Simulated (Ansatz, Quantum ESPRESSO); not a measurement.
# Zr(0001), 4 layers, one monolayer of Se on hcp sites: vacuum level and surface dipole, part 2 of 6

How much energy does it take to lift an electron out of Zr(0001), 4 layers, one monolayer of Se on hcp sites, and how far do the settings matter?

Quantum ESPRESSO 7.5; plane-wave DFT, PBE, GBRV ultrasoft pseudopotentials; geometry and cross-check by Ansatz 0.2.0 with PAW datasets.

So far. Step 2 (Relaxation with Ansatz): The relaxation lowers the energy by 51 meV an atom. Held were the atoms numbered 1 and 2; the forces quoted are those on the free ones.

### Step 3. Ground state

A dipole correction (tefield, dipfield, eamp = 0) lets each face keep its own vacuum level; its ramp sits in the vacuum at emaxpos, and symmetry is switched off.

Level of this step: plane-wave DFT, PBE, GBRV ultrasoft pseudopotentials (Quantum ESPRESSO 7.5).

Contents of scf.in:

```
&control
  prefix = 'scf'
  outdir = './out'
  pseudo_dir = './pseudo'
  calculation = 'scf'
  tprnfor = .true.
  tefield = .true.
  dipfield = .true.
/
&system
  ibrav = 0
  nat = 5
  ntyp = 2
  ecutwfc = 40
  ecutrho = 200
  occupations = 'smearing'
  smearing = 'mv'
  degauss = 0.02
  edir = 3
  emaxpos = 0.97
  eopreg = 0.04
  eamp = 0.0
/
&electrons
  conv_thr = 1e-07
  mixing_beta = 0.4
  electron_maxstep = 120
  mixing_mode = 'local-TF'
/
ATOMIC_SPECIES
  Zr  91.2240  zr_pbe_v1.uspp.F.UPF
  Se  78.9710  se_pbe_v1.uspp.F.UPF
CELL_PARAMETERS angstrom
  3.22999999998630 0.00000000000000 0.00000000000000
  1.61499999999315 2.79726205421187 0.00000000000000
  0.00000000000000 0.00000000000000 26.71808500000000
ATOMIC_POSITIONS crystal
  Zr  0.666666666667 0.666666666667 0.310651006600
  Zr  -0.000000000000 -0.000000000000 0.406941403200
  Zr  0.666666666667 0.666666666667 0.505839111693
  Zr  -0.000000000000 -0.000000000000 0.602395876579
  Se  0.666666666667 0.666666666667 0.676341949227
K_POINTS automatic
  12 12 1 0 0 0
```

Command:

```console
OMP_NUM_THREADS=1 mpirun -n 4 pw.x -nk 4 -in scf.in > scf.out
```

The log of the run:

```text
Program PWSCF v.7.5 starts
[citation notice left out]

     Parallel version (MPI & OpenMP), running on       4 processor cores
     Number of MPI processes:                 4
     Threads/MPI process:                     1

     MPI processes distributed on     1 nodes
[...]
Current dimensions of program PWSCF are:
     Max number of different atomic species (ntypx) = 10
     Max number of k-points (npk) =  40000
     Max angular momentum in pseudopotentials (lmaxx) =  4
     Presently no symmetry can be used with electric field

     K-points division:     npool     =       4
     Subspace diagonalization in iterative solution of the eigenvalue problem:
     a serial algorithm will be used

     G-vector sticks info
     --------------------
     sticks:   dense  smooth     PW     G-vecs:    dense   smooth      PW
     Sum         511     421    139                77813    55835   10527

     Using Slab Decomposition

     bravais-lattice index     =            0
     lattice parameter (alat)  =       6.1038  a.u.
     unit-cell volume          =    1629.0620 (a.u.)^3
     number of atoms/cell      =            5
     number of atomic types    =            2
     number of electrons       =        54.00
     number of Kohn-Sham states=           32
     kinetic-energy cutoff     =      40.0000  Ry
     charge density cutoff     =     200.0000  Ry
     scf convergence threshold =      1.0E-07
     mixing beta               =       0.4000
     number of iterations used =            8  local-TF  mixing
     Exchange-correlation= SLA  PW   PBE  PBE
                           (   1   4   3   4   0   0   0)

     celldm(1)=   6.103815  celldm(2)=   0.000000  celldm(3)=   0.000000
     celldm(4)=   0.000000  celldm(5)=   0.000000  celldm(6)=   0.000000

     crystal axes: (cart. coord. in units of alat)
               a(1) = (   1.000000   0.000000   0.000000 )
               a(2) = (   0.500000   0.866025   0.000000 )
               a(3) = (   0.000000   0.000000   8.271853 )

     reciprocal axes: (cart. coord. in units 2 pi/alat)
               b(1) = (  1.000000 -0.577350  0.000000 )
               b(2) = (  0.000000  1.154701  0.000000 )
               b(3) = (  0.000000  0.000000  0.120892 )

     PseudoPot. # 1 for Zr read from file:
     ./pseudo/zr_pbe_v1.uspp.F.UPF
     Pseudo is Ultrasoft + core correction, Zval = 12.0
     Generated by new atomic code, or converted to UPF format
     Using radial grid of  887 points,  6 beta functions with:
                l(1) =   0
                l(2) =   0
                l(3) =   1
                l(4) =   1
                l(5) =   2
                l(6) =   2
     Q(r) pseudized with  6 coefficients,  rinner =    1.200   1.200   1.200
                                                       1.200   1.200

     PseudoPot. # 2 for Se read from file:
     ./pseudo/se_pbe_v1.uspp.F.UPF
     Pseudo is Ultrasoft + core correction, Zval =  6.0
     Generated by new atomic code, or converted to UPF format
     Using radial grid of  877 points,  6 beta functions with:
                l(1) =   0
                l(2) =   0
                l(3) =   1
                l(4) =   1
                l(5) =   2
                l(6) =   2
     Q(r) pseudized with  8 coefficients,  rinner =    1.300   1.300   1.300
                                                       1.300   1.300

     atomic species   valence    mass     pseudopotential
     Zr               12.00    91.22400     Zr( 1.00)
     Se                6.00    78.97100     Se( 1.00)

     No symmetry found

   Cartesian axes

     site n.     atom                  positions (alat units)
         1        Zr     tau(   1) = (   1.0000000   0.5773503   2.5696594  )
         2        Zr     tau(   2) = (   0.0000000   0.0000000   3.3661594  )
         3        Zr     tau(   3) = (   1.0000000   0.5773503   4.1842267  )
         4        Zr     tau(   4) = (   0.0000000   0.0000000   4.9829301  )
         5        Se     tau(   5) = (   1.0000000   0.5773503   5.5946011  )

     number of k points=    74  Marzari-Vanderbilt smearing, width (Ry)=  0.0200
                       cart. coord. in units 2pi/alat
        k(    1) = (   0.0000000   0.0000000   0.0000000), wk =   0.0138889
        k(    2) = (   0.0000000   0.0962250   0.0000000), wk =   0.0277778
        k(    3) = (   0.0000000   0.1924501   0.0000000), wk =   0.0277778
        k(    4) = (   0.0000000   0.2886751   0.0000000), wk =   0.0277778
        k(    5) = (   0.0000000   0.3849002   0.0000000), wk =   0.0277778
        k(    6) = (   0.0000000   0.4811252   0.0000000), wk =   0.0277778
        k(    7) = (   0.0000000  -0.5773503   0.0000000), wk =   0.0138889
        k(    8) = (   0.0833333  -0.0481125   0.0000000), wk =   0.0277778
        k(    9) = (   0.0833333   0.0481125   0.0000000), wk =   0.0277778
        k(   10) = (   0.0833333   0.1443376   0.0000000), wk =   0.0277778
[...]
k(   74) = (  -0.5000000  -0.2886751   0.0000000), wk =   0.0138889

     Dense  grid:    77813 G-vectors     FFT dimensions: (  27,  27, 240)

     Smooth grid:    55835 G-vectors     FFT dimensions: (  25,  25, 216)

     Estimated max dynamical RAM per process >     185.15 MB

     Estimated total dynamical RAM >     683.61 MB

     Initial potential from superposition of free atoms

     starting charge      53.9913, renormalised to      54.0000

     negative rho (up, down):  2.301E-01 0.000E+00

     Adding external electric field

     Computed dipole along edir(3) :
        Dipole               -0.0099 Ry au,         -0.0252 Debye
        Dipole field         -0.0001 Ry au,

        Potential amp.        0.0074 Ry
        Total length         48.4703 bohr

     Starting wfcs are   56 randomized atomic wfcs

     total cpu time spent up to now is        4.5 secs

     per-process dynamical memory:   116.1 Mb

     Self-consistent Calculation

     iteration #  1     ecut=    40.00 Ry     beta= 0.40
     Davidson diagonalization with overlap
     ethr =  1.00E-02,  avg # of iterations =  2.0

     negative rho (up, down):  2.298E-01 0.000E+00

     Adding external electric field

     Computed dipole along edir(3) :
        Dipole               -0.0263 Ry au,         -0.0669 Debye
        Dipole field         -0.0002 Ry au,

        Potential amp.        0.0197 Ry
        Total length         48.4703 bohr

     total cpu time spent up to now is       11.5 secs

     total energy              =    -440.24536112 Ry
     estimated scf accuracy    <       3.70755738 Ry

[...]
Dipole               -0.1597 Ry au,         -0.4060 Debye
[...]
total energy              =    -440.22164353 Ry
     estimated scf accuracy    <       0.00144399 Ry

     iteration # 14     ecut=    40.00 Ry     beta= 0.40
[...]
negative rho (up, down):  2.354E-01 0.000E+00

[...]
Dipole               -0.1338 Ry au,         -0.3401 Debye
[...]
total energy              =    -440.22155281 Ry
     estimated scf accuracy    <       0.00299628 Ry

[...]
iteration # 18     ecut=    40.00 Ry     beta= 0.40
[...]
negative rho (up, down):  2.352E-01 0.000E+00

[...]
Dipole               -0.1153 Ry au,         -0.2930 Debye
[...]
total energy              =    -440.22154377 Ry
     estimated scf accuracy    <       0.00012982 Ry

     iteration # 19     ecut=    40.00 Ry     beta= 0.40
[...]
negative rho (up, down):  2.352E-01 0.000E+00

[...]
Dipole               -0.1178 Ry au,         -0.2995 Debye
[...]
total energy              =    -440.22154762 Ry
     estimated scf accuracy    <       0.00040462 Ry

     iteration # 20     ecut=    40.00 Ry     beta= 0.40
[...]
negative rho (up, down):  2.352E-01 0.000E+00

[...]
Dipole               -0.1183 Ry au,         -0.3006 Debye
[...]
total energy              =    -440.22155894 Ry
     estimated scf accuracy    <       0.00004906 Ry

     iteration # 21     ecut=    40.00 Ry     beta= 0.40
[...]
negative rho (up, down):  2.353E-01 0.000E+00

[...]
Dipole               -0.1204 Ry au,         -0.3059 Debye
[...]
total energy              =    -440.22156075 Ry
     estimated scf accuracy    <       0.00003567 Ry

     iteration # 22     ecut=    40.00 Ry     beta= 0.40
[...]
negative rho (up, down):  2.353E-01 0.000E+00

[...]
Dipole               -0.1214 Ry au,         -0.3087 Debye
[...]
total energy              =    -440.22156000 Ry
     estimated scf accuracy    <       0.00005845 Ry

     iteration # 23     ecut=    40.00 Ry     beta= 0.40
[...]
negative rho (up, down):  2.353E-01 0.000E+00

[...]
Dipole               -0.1209 Ry au,         -0.3073 Debye
[...]
total energy              =    -440.22156071 Ry
     estimated scf accuracy    <       0.00000751 Ry

     iteration # 24     ecut=    40.00 Ry     beta= 0.40
[...]
negative rho (up, down):  2.353E-01 0.000E+00

[...]
Dipole               -0.1209 Ry au,         -0.3074 Debye
[...]
total energy              =    -440.22156078 Ry
     estimated scf accuracy    <       0.00000048 Ry

     iteration # 25     ecut=    40.00 Ry     beta= 0.40
[...]
negative rho (up, down):  2.353E-01 0.000E+00

[...]
Dipole               -0.1230 Ry au,         -0.3125 Debye
[...]
End of self-consistent calculation

          k = 0.0000 0.0000 0.0000 (  6965 PWs)   bands (ev):

   -45.4904 -45.1656 -45.0808 -44.9548 -23.7424 -23.4365 -23.1221 -23.1221
   -23.1076 -22.8334 -22.8334 -22.8113 -22.7534 -22.7534 -22.6618 -22.6618
    -9.9714  -1.6785  -1.0586  -0.2267   0.4800   2.4462   3.4559   3.7602
     3.7602   3.9536   4.1791   4.4220   4.4221   4.4360   4.5389   4.5390

          k = 0.0000 0.0962 0.0000 (  6947 PWs)   bands (ev):

   -45.4846 -45.1595 -45.0753 -44.9497 -23.7295 -23.4271 -23.1789 -23.1333
   -23.1001 -22.8797 -22.8451 -22.8327 -22.7779 -22.7645 -22.7049 -22.6712
    -9.8863  -1.4931  -0.8906  -0.0630   0.6598   2.4076   3.2692   3.4921
     3.7936   3.9059   3.9701   4.1511   4.3993   4.5288   4.5791   4.6820

          k = 0.0000 0.1925 0.0000 (  6909 PWs)   bands (ev):

   -45.4688 -45.1428 -45.0601 -44.9356 -23.6952 -23.4095 -23.2996 -23.1637
   -23.1213 -22.9934 -22.9252 -22.8770 -22.8496 -22.7946 -22.7735 -22.6968
    -9.6418  -0.9779  -0.4393   0.3469   1.1092   2.0430   2.7639   3.1543
     3.4046   3.6659   3.7561   3.8860   4.0193   4.4403   4.5653   4.9614

          k = 0.0000 0.2887 0.0000 (  6931 PWs)   bands (ev):

   -45.4471 -45.1198 -45.0393 -44.9163 -23.6554 -23.4918 -23.3630 -23.2136
   -23.2049 -23.1225 -23.0561 -22.9432 -22.9201 -22.8351 -22.8012 -22.7319
    -9.2732  -0.2780   0.1095   0.5946   1.1473   1.6787   2.4438   2.7128
     2.9731   3.3954   3.5059   3.5879   3.8747   4.2739   4.4437   5.0445

          k = 0.0000 0.3849 0.0000 (  6944 PWs)   bands (ev):

   -45.4252 -45.0967 -45.0183 -44.8969 -23.6737 -23.6090 -23.3956 -23.3505
   -23.2458 -23.2397 -23.1423 -22.9690 -22.9627 -22.8751 -22.8287 -22.7670
    -8.8483  -0.3640   0.4751   0.5753   1.1039   1.5852   2.1669   2.4166
     2.7063   3.1948   3.2924   3.6541   4.1671   4.3682   4.5719   4.8667

          k = 0.0000 0.4811 0.0000 (  6982 PWs)   bands (ev):

   -45.4091 -45.0796 -45.0029 -44.8827 -23.7787 -23.6409 -23.4714 -23.4198
   -23.3391 -23.2754 -23.1293 -22.9936 -22.9737 -22.9040 -22.8561 -22.7927
    -8.4840  -1.1137   0.5863   0.8786   1.0467   1.3687   2.0697   2.2863
     2.5021   2.9690   3.2079   3.8878   4.6529   4.7070   4.7077   4.9640

[...]
the Fermi energy is     3.5446 ev

!    total energy              =    -440.22156089 Ry
     estimated scf accuracy    <       0.00000009 Ry
     smearing contrib. (-TS)   =       0.00041288 Ry
     internal energy E=F+TS    =    -440.22197376 Ry

     The total energy is F=E-TS. E is the sum of the following terms:
     one-electron contribution =   -3141.56183296 Ry
     hartree contribution      =    1573.38928353 Ry
     xc contribution           =    -100.73565340 Ry
     ewald contribution        =    1228.68611242 Ry
     electric field correction =       0.00011664 Ry

     convergence has been achieved in  25 iterations

     negative rho (up, down):  2.353E-01 0.000E+00

     Forces acting on atoms (cartesian axes, Ry/au):

     atom    1 type  1   force =     0.00000003    0.00000012    0.01878188
     atom    2 type  1   force =    -0.00000048    0.00000027   -0.01918891
     atom    3 type  1   force =    -0.00000032   -0.00000014    0.00076705
     atom    4 type  1   force =     0.00000067   -0.00000029   -0.00246260
     atom    5 type  2   force =     0.00000009    0.00000004    0.00210257

     Total force =     0.027056     Total SCF correction =     0.001844

[...]
=------------------------------------------------------------------------------=
   JOB DONE.
=------------------------------------------------------------------------------=
[key lines of the parts left out:]
Dipole field         -0.0009 Ry au,
```

It took 2.9 min on 4 MPI ranks of Arm Neoverse V2, shared host; peak memory 0.73 GiB; 11 min of CPU time.

This step gave:

| Item | Value |
| --- | --- |
| free energy | -5989.5195 eV |
| Fermi energy | 3.545 eV |
| dipole along the normal | -0.06506 e·Å |

The run needed 25 iterations to bring the estimated error under 1e-07 Ry; the largest force on any atom, held or free, is 0.49 eV/Å.

### Step 4. Potential by pp.x

plot_num = 11 writes the bare and Hartree potential. It leaves out exchange and correlation, which fade slowly, so it flattens close to the surface.

Contents of pot.in:

```
&inputpp
  prefix = 'scf'
  outdir = './out'
  filplot = 'pot.dat'
  plot_num = 11
/
```

Command:

```console
OMP_NUM_THREADS=1 mpirun -n 4 pp.x -in pot.in > pot.out
```

The log of the run:

```text
[banner, memory and clock lines left out]
Program POST-PROC v.7.5 starts

          URL

     ./out/scf.save/

     IMPORTANT: XC functional enforced from input :
     Exchange-correlation= PBE
                           (   1   4   3   4   0   0   0)
     Any further DFT definition will be discarded
     Please, verify this is what you really want

     negative rho (up, down):  2.353E-01 0.000E+00

     Adding external electric field

     Computed dipole along edir(3) :
        Dipole               -0.1230 Ry au,         -0.3125 Debye
        Dipole field         -0.0009 Ry au,

        Potential amp.        0.0920 Ry
        Total length         48.4703 bohr

     Calling punch_plot, plot_num =  11

     Adding external electric field

     Computed dipole along edir(3) :
        Dipole               -0.1230 Ry au,         -0.3125 Debye
        Dipole field         -0.0009 Ry au,

        Potential amp.        0.0920 Ry
        Total length         48.4703 bohr

     Writing data to file  pot.dat
     Message from routine chdens:
     namelist plot not found or invalid, exiting
```

Wall time 0.99 s (4 MPI ranks); peak memory 0.09 GiB.

Numbers from this step:

| Quantity | Value |
| --- | --- |
| work function of the upper face | 5.485 eV |
| slope of the potential above | 7.32e-6 eV/Å |
| upper vacuum line continued to the top atoms, over the Fermi level | 5.485 eV |
| work function of the lower face | 4.182 eV |
| slope of the potential below | -9.73e-4 eV/Å |
| lower vacuum line continued to the bottom atoms, over the Fermi level | 4.176 eV |

Electrostatic potential energy of an electron, with the sawtooth; zero at the Fermi level. Table of potential energy, planar mean by z:

```
z (Å)  potential energy, planar mean (eV)
  0.0                                4.51
  0.5                                4.18
  1.0                                4.18
  1.5                                4.18
  2.0                                4.18
  2.5                                4.18
  3.0                                4.18
  3.5                                4.18
  4.0                                4.18
  4.5                                4.17
  5.0                                4.13
  5.5                                4.04
  6.0                                3.76
  6.5                                2.97
  7.0                               0.861
  7.5                               -5.03
  8.0                               -21.3
  8.5                               -23.9
  9.0                               -6.82
  9.5                              -0.265
 10.0                               -3.01
 10.5                               -18.2
 11.0                               -25.4
 11.5                               -9.14
 12.0                              -0.558
 12.5                               -1.41
 13.0                               -13.0
 13.5                               -26.3
 14.0                               -13.9
 14.5                               -1.57
 15.0                              -0.682
 15.5                               -9.92
 16.0                               -25.8
 16.5                               -17.2
 17.0                               -3.39
 17.5                               -6.20
 18.0                               -16.3
 18.5                               -8.68
 19.0                                2.02
 19.5                                4.73
 20.0                                5.32
 20.5                                5.45
 21.0                                5.48
 21.5                                5.48
 22.0                                5.48
 22.5                                5.49
 23.0                                5.49
 23.5                                5.49
 24.0                                5.49
 24.5                                5.49
 25.0                                5.49
 25.5                                5.49
 26.0                                5.38
 26.5                                4.77
```

Electrostatic potential energy in the ca plane at fractional y = 0.667, with atoms of Zr and Se within 0.2 Å of it. With pseudopotentials it is smooth inside the atoms' cores, unlike the true potential.

Ten even steps from '0' (-90 eV) to '9' (5 eV), each cell a mean:
```
89999899998655789999999876799999999999999999
68999999986100489999998610379999999999999999
58999999985000279999998400169999999999999999
68999999987201489999998621489999999999999999
89999889998766899998899877899999999999999999
99988888999988999988889999999999999999999999
99988788999999999987789999999999999999999999
99988888999888999988889999999999999999999999
```
Columns run along c (16.0 Å, from fractional 0.34 to 0.94 of the cell; values clipped at the 3rd and 97th percentile), rows up along a (3.2 Å). Atoms in or near the plane, at fractional coordinates: Zr at (0.51, 0.67), Se at (0.68, 0.67).

The vacuum is flat to 1.0 meV/Å, so its level is well defined. Inside the slab the curve depends on the local part of the pseudopotentials; only the vacuum level has a meaning of its own.

[end of part 2 of 6]

[Logs are printed without paths, hosts, clocks, repeated set-up lines and the standing remarks that a program may print on its own settings, such as how far it seeks lower states.]

[Hosts, paths, dates, database ids (printed as entryN), source tags and the programs' standing remarks are cut or masked in the printed files.]

[Maps of the electrostatic potential energy from Ansatz leave out the sawtooth potential of an applied field or a dipole correction, so their vacuum need not be flat; planar profiles and work functions include it.]
